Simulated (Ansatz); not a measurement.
**Binding across the interface in twisted 1T-TiS2 bilayer, 21.79° (42 atoms)**

How much energy holds the two parts of twisted 1T-TiS2 bilayer, 21.79° (42 atoms) together, and how does it fall off with distance?

Program: Ansatz 0.2.0. Level of theory: Kohn-Sham DFT, PBE+D3(BJ), PAW (set soft_2), plane waves. Results are calculated unless marked as measured.

## Step 1: Set-up

The cell holds 42 atoms: 14 Ti and 28 S. Its edges and angles: a = 9.022 Å, b = 9.022 Å, c = 20.860 Å, α = 90.0°, β = 90.0°, γ = 120.0°. It derives from TiS2 (1T-TiS2). 1T-TiS2 (a = 3.41 Å) under 1T-TiS2 (a = 3.41 Å), bilayer, commensurate cell of 7 unit cells a layer, twist 21.79 deg; facing planes 3.14 Å apart; 12 Å of vacuum; layers as built, displaced by a Gaussian of 0.01 Å. Regions: layer 1, 21 atoms (7 Ti and 14 S); layer 2, 21 atoms (7 Ti and 14 S). Vacuum lies along c.

Limits known from the start: The main run has no spin polarisation, so moments on Ti can't form in it, and no Hubbard term.

## Step 2: Single point at the start

A single point comes first, to see the forces before anything moves.

The input, input.yaml:

```yaml
crystal:
  lattice:
    - [9.022, 0.0, 0.0]
    - [-4.511, 7.81328, 0.0]
    - [0.0, 0.0, 20.86]
  atoms:
    - { symbol: Ti, position: [0.99789, 0.99985, 0.35577] }
    - { symbol: S, position: [0.18942, 0.23547, 0.4247] }
    - { symbol: S, position: [0.24048, 0.05005, 0.28765] }
    - { symbol: Ti, position: [0.14077, 0.43003, 0.35571] }
    - { symbol: S, position: [0.33196, 0.66506, 0.42478] }
    - { symbol: S, position: [0.37938, 0.4768, 0.28787] }
    - { symbol: Ti, position: [0.28538, 0.85762, 0.35657] }
    - { symbol: S, position: [0.47606, 0.09558, 0.42485] }
    - { symbol: S, position: [0.52155, 0.9047, 0.28765] }
    - { symbol: Ti, position: [0.42946, 0.2879, 0.35631] }
    - { symbol: S, position: [0.61783, 0.52321, 0.42472] }
    - { symbol: S, position: [0.66705, 0.3346, 0.28666] }
    - { symbol: Ti, position: [0.57263, 0.71366, 0.35637] }
    - { symbol: S, position: [0.76138, 0.95282, 0.42405] }
    - { symbol: S, position: [0.81111, 0.76356, 0.28741] }
    - { symbol: Ti, position: [0.71365, 0.141, 0.35602] }
    - { symbol: S, position: [0.90675, 0.38173, 0.42499] }
    - { symbol: S, position: [0.95262, 0.18907, 0.28728] }
    - { symbol: Ti, position: [0.85584, 0.57032, 0.35711] }
    - { symbol: S, position: [0.04597, 0.80902, 0.42485] }
    - { symbol: S, position: [0.09364, 0.61625, 0.28742] }
    - { symbol: Ti, position: [0.00937, 0.7442, 0.64323] }
    - { symbol: S, position: [0.2488, 0.93272, 0.71318] }
    - { symbol: S, position: [0.20005, 0.69546, 0.57478] }
    - { symbol: Ti, position: [0.86874, 0.02943, 0.64356] }
    - { symbol: S, position: [0.10351, 0.21938, 0.71226] }
    - { symbol: S, position: [0.05799, 0.98218, 0.57524] }
    - { symbol: Ti, position: [0.15241, 0.45748, 0.64382] }
    - { symbol: S, position: [0.39005, 0.64749, 0.71205] }
    - { symbol: S, position: [0.34376, 0.41218, 0.57467] }
    - { symbol: Ti, position: [0.43679, 0.88525, 0.64428] }
    - { symbol: S, position: [0.67519, 0.07875, 0.71188] }
    - { symbol: S, position: [0.62818, 0.83941, 0.57542] }
    - { symbol: Ti, position: [0.29465, 0.17328, 0.64371] }
    - { symbol: S, position: [0.53501, 0.36371, 0.71169] }
    - { symbol: S, position: [0.48558, 0.12389, 0.57482] }
    - { symbol: Ti, position: [0.58177, 0.60233, 0.64325] }
    - { symbol: S, position: [0.82014, 0.79134, 0.71248] }
    - { symbol: S, position: [0.77096, 0.55262, 0.57545] }
    - { symbol: Ti, position: [0.7245, 0.3135, 0.64439] }
    - { symbol: S, position: [0.96178, 0.50594, 0.71222] }
    - { symbol: S, position: [0.91471, 0.26477, 0.5749] }
kpoints:
  mp_grid: { grid: [3, 3, 1] }
hamiltonian:
  xc: pbe
  dispersion: d3bj
scf:
  occupations: { method: gaussian, width: 0.05 }
output:
  forces: true
```

Started as:

```sh
ansatz run input.yaml --threads 4 --pin off --max-ram 15872MiB --backend cpu --events-out ev --progress --plain --runs-dir out
```

Numbers of over 12 decimals in the logs are rounded to 6 here.

Output:

```text
[...]
Pseudopotentials: kind: paw
Pseudopotential: Ti, paw, valence charge 12, recommended cutoff 420 eV (normal), Ti.paw.azcp
Pseudopotential: S, paw, valence charge 6, recommended cutoff 420 eV (normal), S.paw.azcp
[... 5 lines on functional and potentials left out ...]
Crystal: 42 atoms, lattice volume = 1470.451 Å³
Basis set: ecut = 420 eV, 28581 PW (Γ), exchange–correlation on 128×128×288 points (8 copies of the dense FFT grid, shifted against one another)
Bands: 210, of which v1, the nominal top of the filled ones, is band 168 counted from 1 (167 counted from 0)
Symmetry: 1 space group operations
Space group: P1 (ITA 1), of the structure as read, at distance tolerance 1.1e-4 Å
k-points: 5 of 9 (time reversal used)
[... 5 lines on functional and potentials left out ...]
Initial density: superposition of atomic densities (neutral atoms: chi_scale 0, normalization atom), corrected by the library's trained network
Initial wavefunctions: pseudopotential atomic-orbital guess
[...]
SCF iter   1: F=—  HF=-60320.658147 eV  |F-HF|=—  |Δ(HF+E_count)|=         —  Δρ=3.24e-3  dr2=3.45e-1  ethr=1.77e-3  ⟨swp⟩=6.2  Hψ=4297  notcnv=0
preconditioner: auto → LDOS  [insulator: Δε(μ)=0.186 eV  Ē_g=6.481 eV  σ=0.050 eV  W_gap=0.99  n_scr=224 (ndim 8)  ℏωp=14.5 eV  f_vac=0.423  D(μ)=0.78/eV (n_scr^D=2)  ε∞_Penn≈6.0  β→1.0]
SCF iter   2: F=—  HF=-60320.869471 eV  |F-HF|=—  |Δ(HF+E_count)|=   2.11e-1  Δρ=8.12e-3  dr2=2.33e0  ethr=1.03e-4  ⟨swp⟩=4.0  Hψ=2625  notcnv=0  defer=140
SCF iter   3: F=—  HF=-60320.650210 eV  |F-HF|=—  |Δ(HF+E_count)|=   2.19e-1  Δρ=6.60e-4  dr2=1.07e-2  ethr=1.03e-4  ⟨swp⟩=2.0  Hψ=1400  notcnv=0  defer=140
SCF iter   4: F=—  HF=-60320.649467 eV  |F-HF|=—  |Δ(HF+E_count)|=   7.44e-4  Δρ=1.82e-4  dr2=3.24e-3  ethr=3.18e-6  ⟨swp⟩=2.0  Hψ=1470  notcnv=0  defer=60
automatic band count: iteration 4 solves 194 bands in place of 210: the levels show a gap, and the empty bands left out lie too high to hold charge; the band table lists the bands solved (type scf.n_extra_bands for more)
SCF iter   5: F=—  HF=-60320.649081 eV  |F-HF|=—  |Δ(HF+E_count)|=   3.85e-4  Δρ=9.44e-5  dr2=3.93e-4  ethr=9.66e-7  ⟨swp⟩=2.0  Hψ=1327  notcnv=0  defer=60
SCF iter   6: F=—  HF=-60320.649037 eV  |F-HF|=—  |Δ(HF+E_count)|=   4.39e-5  Δρ=2.18e-5  dr2=3.47e-5  ethr=1.17e-7  ⟨swp⟩=2.0  Hψ=1280  notcnv=0  defer=60
SCF iter   7: F=—  HF=-60320.649814 eV  |F-HF|=—  |Δ(HF+E_count)|=   7.77e-4  Δρ=7.80e-6  dr2=8.25e-6  ethr=1.03e-8  ⟨swp⟩=2.0  Hψ=1542  notcnv=0  defer=60
SCF iter   8: F=—  HF=-60320.649815 eV  |F-HF|=—  |Δ(HF+E_count)|=   8.58e-7  Δρ=3.64e-6  dr2=1.65e-6  ethr=2.46e-9  ⟨swp⟩=2.0  Hψ=994  notcnv=0  defer=60
SCF iter   9: F=—  HF=-60320.649815 eV  |F-HF|=—  |Δ(HF+E_count)|=   1.02e-7  Δρ=1.27e-6  dr2=1.15e-7  ethr=4.91e-10  ⟨swp⟩=2.0  Hψ=999  notcnv=0  defer=60
SCF iter  10: F=-60320.649815 eV  HF=-60320.649815 eV  |F-HF|=1.95e-8  |Δ(HF+E_count)|=   9.92e-8  Δρ=3.79e-7  dr2=3.48e-9  ethr=2.98e-11  ⟨swp⟩=4.0  Hψ=3006  notcnv=0
SCF 1 converged in 10 iterations: F = -60320.649815 eV  dr2 = 3.48e-9
[...]
SCF converged after 10 iterations
Free energy (F): -60320.649815 eV
Harris-Foulkes:  -60320.649815 eV  (|F-HF|=1.95e-8)
Internal energy: -60320.644096 eV  (E = F + TS)
E sigma→0 (E₀):  -60320.646955 eV
Entropy (-TS):   -0.005719 eV (-0.136 meV/atom)
Fermi energy:    1.719932 eV
--- Per-component energies (eV) ---
[...]
Σ components = -60320.649815   (vs F -60320.649815, Δ=0.00e0)
--- Forces (eV/Å), atoms counted from 1 ---
  atom   1  Ti     0.25385760     0.11309793     0.05663281
  atom   2  S     -0.04832989     0.10350872    -0.24474744
  atom   3  S     -0.05858082    -0.13068525     0.24436680
  atom   4  Ti     0.17111109    -0.08470587     0.17740218
[...]
atom  42  S     -0.03330080     0.09116686     0.26119242
  max |Σ_I F_I| component: 6.06e-6 eV/Å
```

Wall time 54 s (4 threads of Arm Neoverse V1, shared host); peak memory 5.2 GiB.

The column dr2 measures how far the density is from self-consistency, as an energy; F and HF (Harris–Foulkes) agree once it is small.

The r.m.s. force at the start is 0.15 eV/Å.

## Step 3: Relaxation

With the cell held, the atoms are moved downhill towards a nearby minimum.

The input, input.yaml:

```yaml
crystal:
  lattice:
    - [9.022, 0.0, 0.0]
    - [-4.511, 7.81328, 0.0]
    - [0.0, 0.0, 20.86]
  atoms:
    [... the 42 atom lines of step 2 ...]
kpoints:
  mp_grid: { grid: [3, 3, 1] }
hamiltonian:
  xc: pbe
  dispersion: d3bj
scf:
  occupations: { method: gaussian, width: 0.05 }
output:
  forces: true
relax:
  f_tol: 0.05
  max_steps: 120
```

Output:

```text
[...]
Crystal: 42 atoms, lattice volume = 1470.451 Å³
Basis set: ecut = 420 eV, 28581 PW (Γ), exchange–correlation on 128×128×288 points (8 copies of the dense FFT grid, shifted against one another)
Bands: 210, of which v1, the nominal top of the filled ones, is band 168 counted from 1 (167 counted from 0)
Symmetry: 1 space group operations
[...]
k-points: 5 of 9 (time reversal used)
[...]
SCF iter   1: F=—  HF=-60320.658145 eV  |F-HF|=—  |Δ(HF+E_count)|=         —  Δρ=3.24e-3  dr2=3.45e-1  ethr=1.77e-3  ⟨swp⟩=6.2  Hψ=4297  notcnv=0
[...]
SCF iter   6: F=-60320.649785 eV  HF=-60320.649816 eV  |F-HF|=3.12e-5  |Δ(HF+E_count)|=   2.44e-5  Δρ=2.30e-5  dr2=3.62e-5  ethr=1.86e-8  ⟨swp⟩=3.0  Hψ=3746  notcnv=0
SCF 1 converged in 6 iterations: F = -60320.649785 eV  dr2 = 3.62e-5
[...]
relax step   1: F+E_penalty+E_count = -60320.64978509 eV  Δ(F+E_penalty+E_count) = +0.000e0 eV  max|allowed force component| = 4.830e-1 eV/Å  Δτ_max = 0.0000 Å  (6 SCF iters, dr2 threshold 6.25e-5 eV, accepted)
[...]
relax step   2: F+E_penalty+E_count = -60320.76517310 eV  Δ(F+E_penalty+E_count) = -1.154e-1 eV  max|allowed force component| = 1.403e-1 eV/Å  Δτ_max = 0.1841 Å  (10 SCF iters, dr2 threshold 1.46e-5 eV, accepted)
[...]
relax step   3: F+E_penalty+E_count = -60320.79346831 eV  Δ(F+E_penalty+E_count) = -2.830e-2 eV  max|allowed force component| = 6.967e-2 eV/Å  Δτ_max = 0.0628 Å  (8 SCF iters, accepted)
[...]
relax step   4: F+E_penalty+E_count = -60320.79835644 eV  Δ(F+E_penalty+E_count) = -4.888e-3 eV  max|allowed force component| = 3.280e-2 eV/Å  Δτ_max = 0.0282 Å  (9 SCF iters, accepted)
SCF converged after 9 iterations
Free energy (F): -60320.798356 eV
[...]
Internal energy: -60320.797435 eV  (E = F + TS)
E sigma→0 (E₀):  -60320.797896 eV
Entropy (-TS):   -0.000922 eV (-0.022 meV/atom)
Fermi energy:    1.715735 eV
[...]
--- Forces (eV/Å), atoms counted from 1 ---
  atom   1  Ti    -0.01070783    -0.00207577    -0.01961681
  atom   2  S      0.00266707    -0.00060542     0.00171161
  atom   3  S      0.01229217    -0.00393338     0.01168053
  atom   4  Ti    -0.00707386    -0.00737392    -0.01853864
  atom   5  S     -0.00563939    -0.00027934    -0.00151698
  atom   6  S     -0.00066737    -0.00763443     0.01137119
  atom   7  Ti    -0.02288096    -0.00570986    -0.02512059
  atom   8  S     -0.00665541     0.02179805     0.00382941
  atom   9  S     -0.00283860    -0.00232594     0.01311534
  atom  10  Ti    -0.00205686     0.01986847     0.00583954
  atom  11  S      0.00816050    -0.00546454    -0.01601786
  atom  12  S     -0.00590671     0.01406823     0.00107224
  atom  13  Ti     0.00466712    -0.00331258     0.00208095
  atom  14  S     -0.01043620    -0.00912677    -0.01121009
[...]
atom  41  S      0.00165791     0.00797242    -0.01468242
  atom  42  S      0.00070353     0.00197296    -0.00497071
  max |Σ_I F_I| component: 7.42e-5 eV/Å
--- Relaxed structure (4 steps of the walk, 4 accepted, 0 SCFs on fresh bases) ---
  F+E_penalty+E_count = -60320.79835644 eV   max|allowed force component| = 3.280e-2 eV/Å
  atoms:
    - { symbol: Ti, position: [0.999967, 1.000493, 0.360085] }
    - { symbol: S, position: [0.189737, 0.237553, 0.428165] }
    - { symbol: S, position: [0.237287, 0.047204, 0.292402] }
    - { symbol: Ti, position: [0.142554, 0.429346, 0.361277] }
[...]
- { symbol: S, position: [0.914106, 0.266046, 0.572104] }
```

It took 3.3 min on 4 threads; peak memory 5.2 GiB.

The relaxation converged after 4 steps, 0.149 eV below its start, with a largest force component of 0.033 eV/Å.

[end of part 1 of 3]

[Logs are printed without paths, hosts, clocks, repeated set-up lines and the standing remarks that a program may print on its own settings, such as how far it seeks lower states.]

[Hosts, paths, dates, database ids (printed as entryN), source tags and the programs' standing remarks are cut or masked in the printed files.]
